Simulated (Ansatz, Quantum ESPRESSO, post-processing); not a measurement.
# Conductance against width: vacuum gaps between two Li(100) faces, part 5 of 5

Wanted: T at the Fermi level along a series, and its decay constant, for vacuum gaps between two Li(100) faces.

Quantum ESPRESSO 7.5; plane-wave DFT, PBE, GBRV ultrasoft pseudopotentials; cross-check by Ansatz 0.2.0 with PAW datasets.

So far. Step 12 (The open system, 8 Å): T goes from 0.0175 to 0.00373, a factor of 4.7. Step 13 (The same in Ansatz, 8 Å): Ansatz finds T = 0.00369 against pwcond's 0.00373.

## (14) SCF with pw.x, 9 Å

Level of this step: plane-wave DFT, PBE, GBRV ultrasoft pseudopotentials (Quantum ESPRESSO 7.5).

j4.scf.in reads:

```
&control
  prefix = 'j4.scf'
  outdir = './out'
  pseudo_dir = './pseudo'
  calculation = 'scf'
  tprnfor = .true.
/
&system
  ibrav = 0
  nat = 16
  ntyp = 1
  ecutwfc = 40
  ecutrho = 200
  occupations = 'smearing'
  smearing = 'mv'
  degauss = 0.01
/
&electrons
  conv_thr = 1e-07
  mixing_beta = 0.25
  electron_maxstep = 120
  mixing_mode = 'local-TF'
/
ATOMIC_SPECIES
  Li  6.9400  li_pbe_v1.4.uspp.F.UPF
CELL_PARAMETERS angstrom
  3.44000000000000 0.00000000000000 0.00000000000000
  0.00000000000000 3.44000000000000 0.00000000000000
  0.00000000000000 0.00000000000000 34.80000000000000
ATOMIC_POSITIONS crystal
  Li  0.000000000000 0.000000000000 0.000000000000
  Li  0.500000000000 0.500000000000 0.049425287356
  Li  0.000000000000 0.000000000000 0.098850574713
  Li  0.500000000000 0.500000000000 0.148275862069
  Li  0.000000000000 0.000000000000 0.197701149425
  Li  0.500000000000 0.500000000000 0.247126436782
  Li  0.000000000000 0.000000000000 0.296551724138
  Li  0.500000000000 0.500000000000 0.345977011494
  Li  0.000000000000 0.000000000000 0.604597701149
  Li  0.500000000000 0.500000000000 0.654022988506
  Li  0.000000000000 0.000000000000 0.703448275862
  Li  0.500000000000 0.500000000000 0.752873563218
  Li  0.000000000000 0.000000000000 0.802298850575
  Li  0.500000000000 0.500000000000 0.851724137931
  Li  0.000000000000 0.000000000000 0.901149425287
  Li  0.500000000000 0.500000000000 0.950574712644
K_POINTS automatic
  7 7 1 0 0 0
```

Started as:

```bash
$ OMP_NUM_THREADS=1 mpirun -n 4 pw.x -nk 2 -in j4.scf.in > j4.scf.out
```

Numbers of over 12 decimals in the logs are rounded to 6 here.

The program printed:

```text
[banner, memory and clock lines left out]
Program PWSCF v.7.5 starts
[...]
Message from routine setup:
[...]
number of electrons       =        48.00
     number of Kohn-Sham states=           29
     kinetic-energy cutoff     =      40.0000  Ry
     charge density cutoff     =     200.0000  Ry
[...]
number of k points=    10  Marzari-Vanderbilt smearing, width (Ry)=  0.0100
[...]
Dense  grid:   132969 G-vectors     FFT dimensions: (  30,  30, 300)
[...]
Starting wfcs are   80 randomized atomic wfcs
[...]
estimated scf accuracy    <       3.11922034 Ry
[...]
estimated scf accuracy    <       2.09544959 Ry
[...]
estimated scf accuracy    <       0.13817553 Ry
[...]
negative rho (up, down):  9.693E-04 0.000E+00
[...]
estimated scf accuracy    <       0.07740259 Ry
[...]
negative rho (up, down):  1.379E-03 0.000E+00
[...]
estimated scf accuracy    <       0.00961442 Ry
[...]
negative rho (up, down):  1.515E-03 0.000E+00
[...]
estimated scf accuracy    <       0.11289265 Ry
[...]
negative rho (up, down):  7.499E-04 0.000E+00
[...]
estimated scf accuracy    <       0.09977459 Ry
[...]
negative rho (up, down):  1.499E-05 0.000E+00
[...]
estimated scf accuracy    <       0.06822827 Ry
[...]
negative rho (up, down):  3.053E-06 0.000E+00
[...]
estimated scf accuracy    <       0.03369802 Ry
[...]
negative rho (up, down):  9.428E-07 0.000E+00
[...]
estimated scf accuracy    <       0.00841641 Ry
[...]
estimated scf accuracy    <       0.00315417 Ry
[...]
estimated scf accuracy    <       0.00097593 Ry
[...]
estimated scf accuracy    <       0.00082550 Ry
[...]
estimated scf accuracy    <       0.00077366 Ry
[...]
estimated scf accuracy    <       0.00011696 Ry
[...]
estimated scf accuracy    <       0.00029344 Ry
[...]
estimated scf accuracy    <       0.00045695 Ry
[...]
estimated scf accuracy    <       0.00040645 Ry
[...]
estimated scf accuracy    <       0.00021392 Ry
[...]
estimated scf accuracy    <       0.00006597 Ry
[...]
estimated scf accuracy    <       0.00003663 Ry
[...]
estimated scf accuracy    <       0.00001851 Ry
[...]
estimated scf accuracy    <       0.00002677 Ry
[...]
estimated scf accuracy    <       0.00003519 Ry
[...]
estimated scf accuracy    <       0.00003742 Ry
[...]
estimated scf accuracy    <       0.00003824 Ry
[...]
estimated scf accuracy    <       0.00003854 Ry
[...]
estimated scf accuracy    <       0.00003688 Ry
[...]
estimated scf accuracy    <       0.00002173 Ry
[...]
estimated scf accuracy    <       0.00000052 Ry
[...]
estimated scf accuracy    <       0.00000056 Ry
[...]
estimated scf accuracy    <       0.00000024 Ry
[...]
estimated scf accuracy    <       0.00000094 Ry
[...]
estimated scf accuracy    <       0.00000014 Ry
[...]
the Fermi energy is     0.1712 ev
!    total energy              =    -231.49517927 Ry
     estimated scf accuracy    <       0.00000002 Ry
     smearing contrib. (-TS)   =       0.00023429 Ry
     internal energy E=F+TS    =    -231.49541355 Ry
[...]
one-electron contribution =    -486.82818037 Ry
     hartree contribution      =     222.80072395 Ry
     xc contribution           =     -53.93845932 Ry
     ewald contribution        =      86.47050218 Ry
     convergence has been achieved in  35 iterations
[...]
Total force =     0.006590     Total SCF correction =     0.000190
[...]
```

Elapsed: 2 min, on 4 MPI ranks of Arm Neoverse N1, shared host; peak memory 0.52 GiB.

Read from the output:

```
free energy  : -3149.6524 eV
Fermi energy : 0.1712 eV
```

## (15) The open system, 9 Å

j4.cond.in reads:

```
&inputcond
  outdir = './out'
  prefixt = 'j4.scf'
  tran_file = 'j4.cond.dat'
  bdl = 2.0000000000
  bds = 10.1162790698
  ikind = 1
  ewind = 4.0
  epsproj = 1e-05
  nz1 = 7
  energy0 = 0.4
  denergy = -0.4
/
15
  0.00000000 0.00000000 0.01562500
  0.00000000 0.12500000 0.06250000
  0.00000000 0.25000000 0.06250000
  0.00000000 0.37500000 0.06250000
  0.00000000 0.50000000 0.03125000
  0.12500000 0.12500000 0.06250000
  0.12500000 0.25000000 0.12500000
  0.12500000 0.37500000 0.12500000
  0.12500000 0.50000000 0.06250000
  0.25000000 0.25000000 0.06250000
  0.25000000 0.37500000 0.12500000
  0.25000000 0.50000000 0.06250000
  0.37500000 0.37500000 0.06250000
  0.37500000 0.50000000 0.06250000
  0.50000000 0.50000000 0.01562500
3
```

Started as:

```bash
$ OMP_NUM_THREADS=1 mpirun -n 4 pwcond.x -in j4.cond.in > j4.cond.out
```

The program printed:

```text
[banner, memory and clock lines left out]
Program PWCOND v.7.5 starts
[citation notice left out]

[...]
./out/j4.scf.save/

     IMPORTANT: XC functional enforced from input :
     Exchange-correlation= PBE
                           (   1   4   3   4   0   0   0)
     Any further DFT definition will be discarded
     Please, verify this is what you really want

     Reading collected, re-writing distributed wavefunctions

===== INPUT FILE containing all the regions =====

     GEOMETRY:

     lattice parameter (alat)  =       6.5007  a.u.
[...]
Nchannels of the left tip =            0
 Right moving states:
   k1(2pi/a)   k2(2pi/a)   E-Ef (eV)
 Left moving states:
   k1(2pi/a)   k2(2pi/a)   E-Ef (eV)

 to transmit
          E-Ef(ev), T =    0.0000000   0.0000000
---  E-Ef =   -0.4000000  k =    0.5000000   0.5000000
---  ie =          3  ik =         15
 Nchannels of the left tip =            0
 Right moving states:
   k1(2pi/a)   k2(2pi/a)   E-Ef (eV)
 Left moving states:
   k1(2pi/a)   k2(2pi/a)   E-Ef (eV)

 to transmit
          E-Ef(ev), T =   -0.4000000   0.0000000
   T_tot     0.40000      0.39210E-02
   T_tot     0.00000      0.15200E-02
   T_tot    -0.40000      0.54521E-03

[...]
```

It took 58 s on 4 MPI ranks; peak memory 0.25 GiB.

Read from the output:

```
transmission at the Fermi level, one spin : 7.60e-4
conductance                               : 7.60e-4 G₀
```

Per spin; mean over the k mesh across the current. Transmission, zone mean against energy, zero at the Fermi level:

```
energy (eV)  transmission, zone mean
     -0.400                   2.7e-4
      0.000                   7.6e-4
      0.400                  0.00196
```

T goes from 0.00373 to 7.6e-4, a factor of 4.9.

## (16) Cross-check with Ansatz, 9 Å

Level of this step: plane-wave DFT, PBE, Ansatz PAW (Ansatz 0.2.0).

input.yaml reads:

```yaml
crystal:
  lattice:
    - [3.44, 0.0, 0.0]
    - [0.0, 3.44, 0.0]
    - [0.0, 0.0, 34.8]
  atoms:
    - { symbol: Li, position: [0.0, 0.0, 0.0] }
    - { symbol: Li, position: [0.5, 0.5, 0.0494252874] }
    - { symbol: Li, position: [0.0, 0.0, 0.0988505747] }
    - { symbol: Li, position: [0.5, 0.5, 0.1482758621] }
    - { symbol: Li, position: [0.0, 0.0, 0.1977011494] }
    - { symbol: Li, position: [0.5, 0.5, 0.2471264368] }
    - { symbol: Li, position: [0.0, 0.0, 0.2965517241] }
    - { symbol: Li, position: [0.5, 0.5, 0.3459770115] }
    - { symbol: Li, position: [0.0, 0.0, 0.6045977011] }
    - { symbol: Li, position: [0.5, 0.5, 0.6540229885] }
    - { symbol: Li, position: [0.0, 0.0, 0.7034482759] }
    - { symbol: Li, position: [0.5, 0.5, 0.7528735632] }
    - { symbol: Li, position: [0.0, 0.0, 0.8022988506] }
    - { symbol: Li, position: [0.5, 0.5, 0.8517241379] }
    - { symbol: Li, position: [0.0, 0.0, 0.9011494253] }
    - { symbol: Li, position: [0.5, 0.5, 0.9505747126] }
kpoints:
  mp_grid: { grid: [7, 7, 1] }
hamiltonian:
  xc: pbe
scf:
  occupations: { method: fermi_dirac, width: 0.1 }
  convergence: { dr2_threshold: 1.0e-08 }
output:
  transmission: { leads: [[0, 2]], e_range: [-0.4, 0.4], de: 0.4, kmesh: [8, 8] }
  write_potential: true
  write_density: true
  volumetric_format: npy
  elf: true
```

Started as:

```bash
$ ansatz run input.yaml --threads 4 --pin off --max-ram 8192MiB --backend cpu --events-out ev --progress --plain --runs-dir out
```

The program printed:

```text
[...]
Crystal: 16 atoms, lattice volume = 411.809 Å³
Basis set: ecut = 420 eV, 8025 PW (Γ)
Bands: 40, of which v1, the nominal top of the filled ones, is band 24 counted from 1 (23 counted from 0)
Symmetry: 16 space group operations
[...]
k-points: 10 of 49
[...]
k-point 9: bands = [... 20 lower, 0.6571, 0.7807, 0.8754, 0.9833, 1.2671, 1.2702, 1.6524, 1.7132, ... 12 higher]
--- Transmission ---
  basis      : 101 plane waves across, 44 finite elements along
  points     : 15, standing for a mesh of 8 x 8
[...]
channels       : 1.203125e0 a spin
[...]
slowest decay  : 0.2573 /Å at (0.5000, 0.5000)
  junction   : crystal 0 to crystal 0, -0.16 to 31.20 Å
    transmission   : 7.469809e-4 a spin
[...]
[key lines of the parts left out:]
SCF converged after 7 iterations
Free energy (F): -3274.353987 eV
Fermi energy:    0.240924 eV
```

Run time: 30 s. Hardware: 4 threads; peak memory 0.85 GiB; 1.7 min of CPU time.

Numbers from this step:

- free energy: -3274.3540 eV
- energy at zero smearing: -3274.2094 eV
- smearing term TS: 0.2892 eV
- Fermi energy: 0.2409 eV
- transmission at the Fermi level, one spin: 7.47e-4
- step of the lead's Hamiltonian over a period: 12 meV

Per spin; mean over the k mesh across the current. Transmission, zone mean against energy, zero at the Fermi level:

```
energy (eV)  transmission, zone mean
     -0.400                   2.7e-4
      0.000                   7.5e-4
      0.400                  0.00193
```

Ansatz finds T = 7.5e-4 against pwcond's 7.6e-4.

## (17) The series side by side

All levels:

```
level  T by pwcond  T by Ansatz  lead channels  CPU time (s)
  5 Å       0.2382       0.2389          1.203         528.8
  6 Å      0.07754       0.0775          1.203           558
  7 Å      0.01754      0.01739          1.203         496.1
  8 Å     0.003727     0.003689          1.203         573.3
  9 Å      7.60e-4      7.47e-4          1.203         711.8
```

## (18) A check by hand

For the narrowest barrier, the Landauer sum over the mesh, Σ w T = 0.1250 × 0.421 + 0.0625 × 0.791 + 0.0625 × 0.709 + … = 0.2382.

G = 0.238 × 77.48 µS = 18.5 µS a cell. Times the area of 11.834 Å², the resistance-area product is A/G = 6.41 fΩ m², the leads' contact resistance included.

Free electrons at 1 an atom (4 atoms in 81.4 Å³) have k_F = 1.133 1/Å and offer A k_F²/4π = 1.21 channels per spin; the lead has 1.20 on this mesh.

κ = ln(T₁/T₂)/(2Δd) = ln(0.003727/0.00076)/(2 × 1 Å) = 0.79 1/Å.

## (19) Outcome

```
conductance a cell at 5 Å                 : 0.238 G₀
conductance a cell at 6 Å                 : 0.0775 G₀
conductance a cell at 7 Å                 : 0.0175 G₀
conductance a cell at 8 Å                 : 0.00373 G₀
conductance a cell at 9 Å                 : 7.6e-4 G₀
fall of ln T per Å over the last interval : 1.59
```

The conductance goes from 0.238 G₀ at 5 Å to 7.6e-4 G₀ at 9 Å (PBE, GBRV ultrasoft). Interval by interval ln T falls by 1.12, 1.49, 1.55 and 1.59 per Å. The last interval gives κ = 0.79 1/Å in T ∝ exp(−2κd), an apparent barrier of (κ/0.512)² = 2.4 eV. Ansatz follows the series within a factor of 1.02. Points with over 2.5 times the mean carry up to 79 % of T, so the means lean on few points, and the mesh was not tested. The geometries are as built, not relaxed, and the leads are short. Semilocal functionals lack the image potential in a vacuum gap.

[Logs are printed without paths, hosts, clocks, repeated set-up lines and the standing remarks that a program may print on its own settings, such as how far it seeks lower states.]

[Hosts, paths, dates, database ids (printed as entryN), source tags and the programs' standing remarks are cut or masked in the printed files.]

[Maps of the electrostatic potential energy from Ansatz leave out the sawtooth potential of an applied field or a dipole correction, so their vacuum need not be flat; planar profiles and work functions include it.]
